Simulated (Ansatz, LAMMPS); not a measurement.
# Amorphous HfO2 at 8.88 g/cm^3 (84 atoms), relaxed: mesh and functional compared

Which bonds does the relaxation leave, and how do the Kohn-Sham gap, forces and pressure change with k-mesh and functional?

Calculated with Ansatz 0.2.0: Kohn-Sham DFT, PBE, PAW (set soft_2), plane waves; cutoff 420 eV, Γ point, fermi-dirac smearing of 0.025 eV.

**The cell**

Density at the start: 8.88 g/cm³. The cell holds 84 atoms: 28 Hf and 56 O. Its edges and angles: a = 10.328 Å, b = 10.328 Å, c = 10.328 Å, α = 90.0°, β = 90.0°, γ = 90.0°. 84 atoms (28 Zr, 56 O) placed at random at 5.2 g/cm³, melted at 5000 K for 10 ps at fixed volume with the Morse and Coulomb pair potential with partial charges (Pedone, Malavasi, Menziani, Cormack and Segre, J. Phys. Chem. B 110, 11780 (2006)). Quenched from 5000 K to 300 K at 50 K/ps and fixed volume, held 5 ps, then minimised at fixed cell. Then Zr was replaced by Hf at the same volume (the potential has no terms for Hf, so the cell is a start for a DFT relaxation).

The atoms were relaxed with PBE. The walk converged after 10 steps, with a largest force component of 0.0154 eV/Å; it began at an r.m.s. force component of 0.42 eV/Å. The energy fell by 21.3 meV an atom.

The input of the reference single point:

```yaml
crystal:
  lattice:
    - [10.3283, 0.0, 0.0]
    - [0.0, 10.3283, 0.0]
    - [0.0, 0.0, 10.3283]
  atoms:
    - { symbol: Hf, position: [0.89248, 0.38879, 0.52702] }
    - { symbol: Hf, position: [0.76693, 0.86994, 0.83296] }
    - { symbol: Hf, position: [0.68428, 0.48878, 0.79116] }
    - { symbol: Hf, position: [0.43045, 0.5463, 0.25486] }
    [... 78 atom lines left out ...]
    - { symbol: O, position: [0.50965, 0.68195, 0.39228] }
    - { symbol: O, position: [0.57116, 0.1692, 0.56595] }
kpoints:
  mp_grid: { grid: [1, 1, 1] }
hamiltonian:
  xc: pbe
scf:
  occupations: { method: fermi_dirac, width: 0.025 }
output:
  forces: true
  stress: true
  populations: true
  dos:
    method: { smearing: { sigma: 0.08 } }
    de: 0.05
    projected: { site_lists: { Hf: [Hf], O: [O] } }
  eigenvalues: true
  write_density: true
  write_potential: true
  volumetric_format: npy
```

**Bonds after relaxation**

Bonds by pair of elements; cutoffs follow the first minimum of g(r), held within bounds set by covalent radii, and pairs that aren't listed don't count as bonded:

| pair A-B | cutoff (Å) | bonds | mean length (Å) | spread (Å) | shortest (Å) | B about A | A about B |
| --- | --- | --- | --- | --- | --- | --- | --- |
| O-Hf | 2.82 | 178 | 2.17 | 0.148 | 1.91 | 3.18 | 6.36 |

How many atoms have how many bonded neighbours:

| element | mean | 2 | 3 | 4 | 6 | 7 | 8 |
| --- | --- | --- | --- | --- | --- | --- | --- |
| Hf | 6.36 | 0 | 0 | 0 | 19 | 8 | 1 |
| O | 3.18 | 2 | 42 | 12 | 0 | 0 | 0 |

**Levels of theory**

Single points at the relaxed geometry:

```
functional  k-mesh  Kohn-Sham gap (eV)  pressure (GPa)  r.m.s. force component (eV/Å)  SCF cycles     time
       PBE   1×1×1               3.871           -4.47                          0.004          11     42 s
       PBE   2×2×2               3.859           -4.45                          0.017          10  5.7 min
     HSE06   1×1×1               5.481           -9.29                          0.099          25   12 min
    r2SCAN   1×1×1               4.346           -9.41                          0.067          10     60 s
    PBEsol   1×1×1               3.789          -10.48                          0.072          11     31 s
```

The gap is that between the highest filled and lowest empty Kohn-Sham level on the run's k-points. Cutoffs: 420 eV for PBE, HSE06 and PBEsol; 500 eV for r2SCAN. Times come from shared hosts and are rough.

**Findings**

By these cutoffs 68 % of Hf atoms have 6 and 75 % of O atoms have 3 neighbours. The Kohn-Sham gap is 3.87 eV with PBE on the 1×1×1 mesh and 3.86 eV on 2×2×2. On the 1×1×1 mesh HSE06 changes the gap by +1.61 eV against PBE. Carrying that shift over to the 2×2×2 mesh gives 3.86 + 1.61 = 5.47 eV, an estimate that takes the shift to be alike at all k-points. On the reference's mesh the gap changes with r2SCAN by +0.48 eV and PBEsol by -0.08 eV. Against the reference the pressure changes with HSE06 by -4.8 GPa, r2SCAN by -4.9 GPa and PBEsol by -6.0 GPa; a negative change means a smaller volume than PBE would take. The denser mesh moves the energy by -1.3 meV/atom and the pressure by +0.02 GPa.

Limits: All single points share the geometry relaxed with PBE. The density was set when the cell was made, as one point of a scan, and needn't be that of the real material. One sample; tail or defect levels can set the gap of a disordered cell. The quench rate of 50 K/ps is many orders above laboratory rates, so the cell is likely richer in defects and strain than a real sample. The network of bonds at the start is that of the classical potential that made the cell, and needn't be the one that DFT or experiment would give. Spin–orbit coupling is left out, which matters for the levels of the heavy elements. In some runs the program notes that it cut back its work space to fit the memory limit, the exchange threshold is loose for the stress and the SCF threshold is loose for the stress.

[Logs are printed without paths, hosts, clocks, repeated set-up lines and the standing remarks that a program may print on its own settings, such as how far it seeks lower states.]

[Hosts, paths, dates, database ids (printed as entryN), source tags and the programs' standing remarks are cut or masked in the printed files.]
